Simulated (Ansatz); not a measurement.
# A convergence test on CdTe (F-43m): k mesh of the density

Aim: see how gap, energy and time of CdTe (F-43m) follow the k mesh of the density.

Calculated with Ansatz 0.2.0; DFT, PBE, plane waves, PAW.

Report form: the programs' logs are mostly left out.

## 1. The structure

Symmetry: F-43m, No. 216, cubic system. Conventional cell: a = 6.480 Å, b = 6.480 Å, c = 6.480 Å, α = 90.00°, β = 90.00°, γ = 90.00°. Nearest to Cd lie 4 Te at 2.81 Å. Te has 4 Cd at 2.81 Å nearest. Farther neighbours and most contacts between anions are not listed.

The cell and positions come from the Crystallography Open Database and are kept as given unless a step says otherwise. Spin-orbit coupling is left out unless a step names it. The default PAW set here is soft_2. Its files were made with PBE.

## 2. k mesh of the density: 2×2×2

Input file input.yaml:

```yaml
crystal:
  lattice:
    - [0.0, 3.24, 3.24]
    - [3.24, 0.0, 3.24]
    - [3.24, 3.24, 0.0]
  atoms:
    - { symbol: Cd, position: [0.0, 0.0, 0.0] }
    - { symbol: Te, position: [0.25, 0.25, 0.25] }
kpoints:
  mp_grid: { grid: [2, 2, 2] }
  band_path:
    path:
      - [0.0, 0.0, 0.0]
      - [-0.5, -0.5, 0.0]
      - [-0.375, -0.375, 0.25]
      - [-0.375, 0.0, 0.375]
      - [0.0, 0.0, 0.5]
      - [-0.5, -0.25, 0.25]
    npoints: 1
hamiltonian:
  xc: pbe
scf:
  occupations: { method: fixed }
  n_extra_bands: 4
output:
  eigenvalues: true
  write_density: true
  write_potential: true
  elf: true
  volumetric_format: npy
```

Launch:

```console
> ansatz run input.yaml --threads 3 --pin off --max-ram 92160MiB --backend cuda --events-out ev --progress --plain --runs-dir out --devices 1 --max-vram 13GiB
```

Run time: 12 s. Hardware: 1 × NVIDIA H100 80GB HBM3 (shared by 6 runs) with 3 threads of AMD EPYC 7R13 (Zen 3), shared host; peak memory 0.93 GiB; 3.3 s of CPU time.

This step gave:

```
gap                  : 0.6501 eV
valence top at       : Γ
conduction bottom at : Γ
least direct gap     : 0.6501 eV
```

The gap is direct, at Γ.

## 3. k mesh of the density: 4×4×4

input.yaml, as its differences from that of step 2:

```diff
@@ -9,3 +9,3 @@
 kpoints:
-  mp_grid: { grid: [2, 2, 2] }
+  mp_grid: { grid: [4, 4, 4] }
   band_path:
```

The job ended after 14 s (1 × NVIDIA H100 80GB HBM3 (shared by 6 runs) with 3 threads; peak memory 0.93 GiB).

Numbers from this step:

```
gap                  : 0.7616 eV
valence top at       : Γ
conduction bottom at : Γ
least direct gap     : 0.7616 eV
```

The gap is 0.762 eV, +0.111 eV from the run before at this level.

## 4. k mesh of the density: 6×6×6 (the default)

input.yaml, the sections that differ from step 3:

```yaml
kpoints:
  mp_grid: { grid: [6, 6, 6] }
  band_path:
    path:
      - [[0.0, 0.0, 0.0], [-0.5, -0.5, 0.0], [-0.375, -0.375, 0.25]]
      - [[-0.375, 0.0, 0.375], [0.0, 0.0, 0.0], [0.0, 0.0, 0.5], [-0.5, -0.25, 0.25], [-0.5, -0.5, 0.0]]
    npoints: 10
scf:
  occupations: { method: fermi_dirac, width: 0.02 }
  n_extra_bands: 4
# crystal, hamiltonian, output: as in step 3
```

The job ended after 14 s (1 × NVIDIA H100 80GB HBM3 (shared by 6 runs) with 3 threads; peak memory 0.95 GiB; 3.8 s of CPU time).

Numbers from this step:

| Item | Value |
| --- | --- |
| gap | 0.7723 eV |
| valence top at | Γ |
| conduction bottom at | Γ |
| least direct gap | 0.7723 eV |

The gap is 0.772 eV, +0.011 eV from the run before at this level.

## 5. k mesh of the density: 10×10×10

input.yaml, the sections that differ from step 4:

```yaml
kpoints:
  mp_grid: { grid: [10, 10, 10] }
  band_path:
    path:
      - [0.0, 0.0, 0.0]
      - [-0.5, -0.5, 0.0]
      - [-0.375, -0.375, 0.25]
      - [-0.375, 0.0, 0.375]
      - [0.0, 0.0, 0.5]
      - [-0.5, -0.25, 0.25]
    npoints: 1
scf:
  occupations: { method: fixed }
  n_extra_bands: 4
output:
  eigenvalues: true
# crystal, hamiltonian: as in step 4
```

Wall time 11 s (1 × NVIDIA H100 80GB HBM3 (shared by 6 runs) with 3 threads); peak memory 0.94 GiB; 4.1 s of CPU time.

This step gave:

```
gap                  : 0.7742 eV
valence top at       : Γ
conduction bottom at : Γ
least direct gap     : 0.7742 eV
```

The gap is 0.774 eV, +0.002 eV from the run before at this level.

## 6. The series

Differences are against the last row; a negative gap means that bands overlap, and a run with a band path holds that path's time. Times are wall times on 1 × NVIDIA H100 80GB HBM3 (shared by 6 runs) with 3 threads of AMD EPYC 7R13 (Zen 3), shared host, good to a factor of about two.

```tsv
k mesh of the density	gap (eV)	direct gap (eV)	gap error (eV)	energy error (meV/atom)	irreducible k	time
2×2×2	0.650	0.650	−0.124	+633.8	3	12 s
4×4×4	0.762	0.762	−0.013	+31.3	8	14 s
6×6×6	0.772	0.772	−0.002	+3.0	16	14 s
10×10×10	0.774	0.774	+0.000	+0.0	47	11 s
```

## 7. Results

```json
{
 "2×2×2": "0.650 eV",
 "4×4×4": "0.762 eV",
 "6×6×6": "0.772 eV",
 "10×10×10": "0.774 eV"
}
```

In words: The gap holds to 0.02 eV from 4×4×4 on. At 2×2×2 the gap is off by −0.124 eV and the energy by +634 meV/atom. The gap is read over the mesh and added points near the edges, so meshes differ mainly through the density and, for a hybrid, the exchange operator.

[Paths, hosts, dates, memory and timing lines, banners, echoed tables and standing remarks are left out of the program output.]

[Logs are printed without paths, hosts, clocks, repeated set-up lines and the standing remarks that a program may print on its own settings, such as how far it seeks lower states.]

[Runs of the session that timed out or met a known fault of the program may be left out.]

[Cells called generated may have been cut or substituted from an entry of the Crystallography Open Database or the Materials Project.]

[Hosts, paths, dates, database ids (printed as entryN), source tags and the programs' standing remarks are cut or masked in the printed files.]
